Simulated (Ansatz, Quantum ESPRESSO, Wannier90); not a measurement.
# Ballistic channels from Wannier functions: straight Na chain, spacing 3.30 Å, part 4 of 5

Aim: a Wannier model and the conductance steps that follow from it, for this wire: straight Na chain, spacing 3.30 Å.

Quantum ESPRESSO 7.5 and Wannier90 3.1.0; plane-wave DFT, PBE, PseudoDojo norm-conserving pseudopotentials; cross-check by Ansatz 0.2.0 with PAW datasets.

So far. Step 2 (Self-consistent run): The run needed 7 iterations to bring the estimated error under 1e-07 Ry. Step 6 (Localisation, bands and conductance): Bands and channels are those of the Wannier model: bands that were not projected, and all outside the frozen window, are missing or only approximate.

**9. Wannier functions and transport, with dist_cutoff = 7.26**

Level of this step: maximally localised Wannier functions and ballistic conductance; plane-wave DFT, PBE, PseudoDojo norm-conserving pseudopotentials (Wannier90).

How much does a setting matter? One run is repeated with a change.

The input, wan_w.win:

```
num_wann = 1
num_bands = 11
num_iter = 200
num_print_cycles = 20
conv_tol = 1e-8
conv_window = 5
guiding_centres = true
dis_num_iter = 1500
dis_conv_tol = 1e-8
dis_win_min = -13.2493
dis_win_max = 6.7507
dis_froz_max = -0.7493
search_shells = 120
fermi_energy = -2.2493

transport = true
transport_mode = bulk
one_dim_axis = z
dist_cutoff = 7.26
dist_cutoff_mode = one_dim
tran_win_min = -4.0
tran_win_max = 2.0
tran_energy_step = 0.02

bands_plot = true
bands_num_points = 96
begin kpoint_path
G 0.0 0.0 0.0 Z 0.0 0.0 0.5
end kpoint_path

begin projections
Na:s
end projections

begin unit_cell_cart
ang
  8.0000000000 0.0000000000 0.0000000000
  0.0000000000 8.0000000000 0.0000000000
  0.0000000000 0.0000000000 3.3000000000
end unit_cell_cart

begin atoms_frac
  Na 0.0000000000 0.0000000000 0.0000000000
end atoms_frac

mp_grid = 1 1 10
begin kpoints
  0.0 0.0 0.0000000000
  0.0 0.0 0.1000000000
  0.0 0.0 0.2000000000
  0.0 0.0 0.3000000000
  0.0 0.0 0.4000000000
  0.0 0.0 0.5000000000
  0.0 0.0 0.6000000000
  0.0 0.0 0.7000000000
  0.0 0.0 0.8000000000
  0.0 0.0 0.9000000000
end kpoints
```

Started as:

```
$ OMP_NUM_THREADS=1 wannier90.x wan_w > wan_w.run.log
```

What it wrote:

```text
[banner, memory and clock lines left out]
+---------------------------------------------------+
             |                                                   |
             |                   WANNIER90                       |
             |                                                   |
             +---------------------------------------------------+
             |                                                   |
             |        Welcome to the Maximally-Localized         |
             |        Generalized Wannier Functions code         |
             |                             |
             |                                                   |
             |                                                   |
             |  Wannier90 Developer Group:                       |
             |    Giovanni Pizzi    (EPFL)                       |
             |    Valerio Vitale    (Cambridge)                  |
             |    David Vanderbilt  (Rutgers University)         |
             |    Nicola Marzari    (EPFL)                       |
             |    Ivo Souza         (Universidad del Pais Vasco) |
             |    Arash A. Mostofi  (Imperial College London)    |
             |    Jonathan R. Yates (University of Oxford)       |
             |                                                   |
             |  For the full list of Wannier90 3.x authors,      |
             |  please check the code documentation and the      |
             |  README on the GitHub page of the code            |
             |                                                   |
             |                                                   |
             |                                                   |
             |  [ref] "Wannier90 as a community code:            |
             |        new features and applications",            |
             |        165902 (2020).                             |
             |            |
             |                                                   |
             |  in any publications arising from the use of      |
             |                                                   |
             |  [ref] "Maximally Localized Generalised Wannier   |
             |         Functions for Composite Energy Bands"     |
             |         N. Marzari and D. Vanderbilt              |
             |         Phys. Rev. B 56 12847 (1997)              |
             |                                                   |
             |  [ref] "Maximally Localized Wannier Functions     |
             |         for Entangled Energy Bands"               |
             |         I. Souza, N. Marzari and D. Vanderbilt    |
             |         Phys. Rev. B 65 035109 (2001)             |
             |                                                   |
             |                                                   |
             | Copyright (c) 1996-2020                           |
             |        The Wannier90 Developer Group and          |
             |        individual contributors                    |
             |                                                   |
             |      Release: 3.1.0        5th March    2020      |
             |                                                   |
             | This program is free software; you can            |
             | redistribute it and/or modify it under the terms  |
             | of the GNU General Public License as published by |
             | the Free Software Foundation; either version 2 of |
             | the License, or (at your option) any later version|
             |                                                   |
             | This program is distributed in the hope that it   |
             | will be useful, but WITHOUT ANY WARRANTY; without |
             | even the implied warranty of MERCHANTABILITY or   |
             | FITNESS FOR A PARTICULAR PURPOSE. See the GNU     |
             | General Public License for more details.          |
             |                                                   |
             | You should have received a copy of the GNU General|
             | Public License along with this program; if not,   |
             | write to the Free Software Foundation, Inc.,      |
             | 675 Mass Ave, Cambridge, MA 02139, USA.           |
             |                                                   |
             +---------------------------------------------------+
             +---------------------------------------------------+

 ******************************************************************************
 * -> Using CODATA 2006 constant values                                       *
 *    (                      *
 * -> Using Bohr value from CODATA                                            *
 ******************************************************************************

 Running in serial (with parallel executable)

                                    ------
                                    SYSTEM
                                    ------

                              Lattice Vectors (Ang)
                    a_1     8.000000   0.000000   0.000000
                    a_2     0.000000   8.000000   0.000000
                    a_3     0.000000   0.000000   3.300000

                   Unit Cell Volume:     211.20000  (Ang^3)

                        Reciprocal-Space Vectors (Ang^-1)
                    b_1     0.785398   0.000000   0.000000
                    b_2     0.000000   0.785398   0.000000
                    b_3     0.000000   0.000000   1.903996

 *----------------------------------------------------------------------------*
 |   Site       Fractional Coordinate          Cartesian Coordinate (Ang)     |
 +----------------------------------------------------------------------------+
 | Na   1   0.00000   0.00000   0.00000   |    0.00000   0.00000   0.00000    |
 *----------------------------------------------------------------------------*
                                ------------
                                K-POINT GRID
                                ------------

             Grid size =  1 x  1 x 10      Total points =   10

 *---------------------------------- MAIN ------------------------------------*
 |  Number of Wannier Functions               :                 1             |
 |  Number of Objective Wannier Functions     :                 1             |
 |  Number of input Bloch states              :                11             |
 |  Output verbosity (1=low, 5=high)          :                 1             |
[...]
|                              Energy  Windows                               |
 |                              ---------------                               |
 |                   Outer:  -13.24930  to    6.75070  (eV)                   |
 |                   Inner:  -13.24930  to   -0.74930  (eV)                   |
 +----------------------------------------------------------------------------+
   Number of target bands to extract:    1

                   Unitarised projection of Wannier functions
   A_mn = <psi_m|g_n> --> S = A.A^+ --> U = S^-1/2.A
   In dis_project... done
   Using an inner window (linner = T)
   In dis_proj_froz... done

                   Extraction of optimally-connected subspace
 +---------------------------------------------------------------------+<-- DIS
 |  Iter     Omega_I(i-1)      Omega_I(i)      Delta (frac.)    Time   |<-- DIS
 +---------------------------------------------------------------------+<-- DIS
       1       5.03188813       4.08136693       2.329E-01      0.00    <-- DIS
       2       4.14748410       4.07789009       1.707E-02      0.00    <-- DIS
       3       4.11283403       4.07707236       8.771E-03      0.00    <-- DIS
       4       4.09525823       4.07687440       4.509E-03      0.00    <-- DIS
       5       4.08627142       4.07682573       2.317E-03      0.00    <-- DIS
       6       4.08166360       4.07681366       1.190E-03      0.00    <-- DIS
       7       4.07929918       4.07681065       6.104E-04      0.00    <-- DIS
       8       4.07808594       4.07680990       3.130E-04      0.00    <-- DIS
       9       4.07746363       4.07680971       1.604E-04      0.00    <-- DIS
      10       4.07714457       4.07680967       8.215E-05      0.00    <-- DIS
      11       4.07698108       4.07680966       4.205E-05      0.00    <-- DIS
      12       4.07689735       4.07680965       2.151E-05      0.00    <-- DIS
      13       4.07685450       4.07680965       1.100E-05      0.00    <-- DIS
      14       4.07683257       4.07680965       5.622E-06      0.00    <-- DIS
      15       4.07682136       4.07680965       2.872E-06      0.00    <-- DIS
      16       4.07681563       4.07680965       1.467E-06      0.00    <-- DIS
      17       4.07681270       4.07680965       7.485E-07      0.00    <-- DIS
      18       4.07681121       4.07680965       3.819E-07      0.00    <-- DIS
      19       4.07681045       4.07680965       1.948E-07      0.00    <-- DIS
      20       4.07681006       4.07680965       9.929E-08      0.00    <-- DIS
      21       4.07680986       4.07680965       5.060E-08      0.00    <-- DIS
      22       4.07680976       4.07680965       2.578E-08      0.00    <-- DIS
      23       4.07680971       4.07680965       1.313E-08      0.00    <-- DIS
      24       4.07680968       4.07680965       6.684E-09      0.00    <-- DIS
      25       4.07680967       4.07680965       3.402E-09      0.00    <-- DIS
      26       4.07680966       4.07680965       1.731E-09      0.00    <-- DIS

             <<<      Delta < 1.000E-08  over  3 iterations     >>>
             <<< Disentanglement convergence criteria satisfied >>>

        Final Omega_I     4.07680965 (Ang^2)

 +----------------------------------------------------------------------------+

 Time to disentangle bands      0.002 (sec)

 Writing checkpoint file wan_w.chk... done

 *------------------------------- WANNIERISE ---------------------------------*
 +--------------------------------------------------------------------+<-- CONV
 | Iter  Delta Spread     RMS Gradient      Spread (Ang^2)      Time  |<-- CONV
 +--------------------------------------------------------------------+<-- CONV

 Initial State
  WF centre and spread    1  (  0.000000, -0.000000,  1.650000 )    15.29322801
  Sum of centres and spreads (  0.000000, -0.000000,  1.650000 )    15.29322801

      0     0.153E+02     0.0000000000       15.2932280100       0.00  <-- CONV
        O_D=     11.2164184 O_OD=      0.0000000 O_TOT=     15.2932280 <-- SPRD
 Cycle:      1
  WF centre and spread    1  (  0.000000, -0.000000,  1.650000 )     8.30979025
  Sum of centres and spreads (  0.000000, -0.000000,  1.650000 )     8.30979025

      1    -0.698E+01    12.6887205546        8.3097902472       0.00  <-- CONV
        O_D=      4.2329806 O_OD=      0.0000000 O_TOT=      8.3097902 <-- SPRD
 Delta: O_D= -0.6983438E+01 O_OD=  0.0000000E+00 O_TOT= -0.6983438E+01 <-- DLTA

             <<<     Delta < 1.000E-08  over  5 iterations     >>>
             <<< Wannierisation convergence criteria satisfied >>>

 Final State
  WF centre and spread    1  (  0.000000, -0.000000,  1.650000 )     4.07680965
  Sum of centres and spreads (  0.000000, -0.000000,  1.650000 )     4.07680965

         Spreads (Ang^2)       Omega I      =     4.076809652
        ================       Omega D      =     0.000000000
                               Omega OD     =     0.000000000
    Final Spread (Ang^2)       Omega Total  =     4.076809652
 Time for wannierise            0.001 (sec)

 Writing checkpoint file wan_w.chk... done

 *---------------------------------------------------------------------------*
 |                               PLOTTING                                    |
 *---------------------------------------------------------------------------*

 Translated centres
    translation centre in fractional coordinate:  0.000000  0.000000  0.000000
  WF centre     1  (  0.000000, -0.000000,  1.650000 )

 Calculating interpolated band-structure

 Time to calculate interpolated band structure       0.001 (sec)

 Time for plotting              0.005 (sec)

 *---------------------------------------------------------------------------*
 |                              TRANSPORT                                    |
 *---------------------------------------------------------------------------*

 Calculation of Quantum Conductance and DoS: bulk mode

 Maximum imaginary part of the real-space Hamiltonian:     0.000000

     Maximum real part of the real-space Hamiltonian at each lattice point
            Lattice point R           Max |H_ij(R)|
                  -6                     0.000000
                  -5                     0.000000
                  -4                     0.000000
                  -3                     0.000000
                  -2                     0.156016
                  -1                     0.680762
                   0                     1.998415
                   1                     0.680762
                   2                     0.156016
                   3                     0.000000
                   4                     0.000000
                   5                     0.000000
                   6                     0.000000

 Number of unit cells inside the principal layer:     2
 Number of Wannier Functions inside the principal layer:     2

 Calculating quantum conductance and density of states... done

 Time for transport             0.006 (sec)
 Total Execution Time           0.048 (sec)

 *===========================================================================*
 |                             TIMING INFORMATION                            |
 *===========================================================================*
 |    Tag                                                Ncalls      Time (s)|
 |---------------------------------------------------------------------------|
 |kmesh: get                                        :         1         0.021|
 |overlap: allocate                                 :         1         0.000|
 |overlap: read                                     :         1         0.008|
 |dis: main                                         :         1         0.002|
 |wann: main                                        :         1         0.001|
 |plot: main                                        :         1         0.005|
 |tran: main                                        :         1         0.006|
 *---------------------------------------------------------------------------*

 All done: wannier90 exiting
[key lines of the parts left out:]
|  Fermi energy (eV)                         :            -2.249             |
```

Run time: 0.51 s. Hardware: 1 MPI rank of Arm Neoverse N1, shared host; peak memory 0.08 GiB.

The total spread is 4.08 against 4.08 Å². Between −2 and 1.5 eV the channel count differs from the first run's at 2 % of the energies, and at the Fermi level it is 1 against 1. Spreads don't depend on this cutoff; only the transport does.

**10. Neighbour list from wannier90 -pp, with dis_froz_max − E_F = 9.0**

Another try, with an input changed as a hurried user might.

The input, wan_bad.win:

```
num_wann = 1
num_bands = 11
num_iter = 200
num_print_cycles = 20
conv_tol = 1e-8
conv_window = 5
guiding_centres = true
dis_num_iter = 1500
dis_conv_tol = 1e-8
dis_win_min = -13.2493
dis_win_max = 6.7507
dis_froz_max = 6.7507
search_shells = 120
fermi_energy = -2.2493

transport = true
transport_mode = bulk
one_dim_axis = z
dist_cutoff = 16.4
dist_cutoff_mode = one_dim
tran_win_min = -4.0
tran_win_max = 2.0
tran_energy_step = 0.02

bands_plot = true
bands_num_points = 96
begin kpoint_path
G 0.0 0.0 0.0 Z 0.0 0.0 0.5
end kpoint_path

begin projections
Na:s
end projections

begin unit_cell_cart
ang
  8.0000000000 0.0000000000 0.0000000000
  0.0000000000 8.0000000000 0.0000000000
  0.0000000000 0.0000000000 3.3000000000
end unit_cell_cart

begin atoms_frac
  Na 0.0000000000 0.0000000000 0.0000000000
end atoms_frac

mp_grid = 1 1 10
begin kpoints
  0.0 0.0 0.0000000000
  0.0 0.0 0.1000000000
  0.0 0.0 0.2000000000
  0.0 0.0 0.3000000000
  0.0 0.0 0.4000000000
  0.0 0.0 0.5000000000
  0.0 0.0 0.6000000000
  0.0 0.0 0.7000000000
  0.0 0.0 0.8000000000
  0.0 0.0 0.9000000000
end kpoints
```

Started as:

```
$ OMP_NUM_THREADS=1 wannier90.x -pp wan_bad > wan_bad.pp.log
```

Elapsed: 0.49 s, on 1 MPI rank; peak memory 0.08 GiB.

**11. Overlaps and projections**

The same post-processing, on the changed run.

The input, wan_bad.p2w.in:

```
&inputpp
  prefix = 'nscf'
  outdir = './out'
  seedname = 'wan_bad'
  write_mmn = .true.
  write_amn = .true.
  write_unk = .false.
/
```

Started as:

```
$ OMP_NUM_THREADS=1 mpirun -n 2 pw2wannier90.x -in wan_bad.p2w.in > wan_bad.p2w.out
```

It took 5.3 s on 2 MPI ranks; peak memory 0.12 GiB; 10 s of CPU time.

(Part 4 of 5 ends here.)

[Logs are printed without paths, hosts, clocks, repeated set-up lines and the standing remarks that a program may print on its own settings, such as how far it seeks lower states.]

[Hosts, paths, dates, database ids (printed as entryN), source tags and the programs' standing remarks are cut or masked in the printed files.]

[Maps of the electrostatic potential energy from Ansatz leave out the sawtooth potential of an applied field or a dipole correction, so their vacuum need not be flat; planar profiles and work functions include it.]
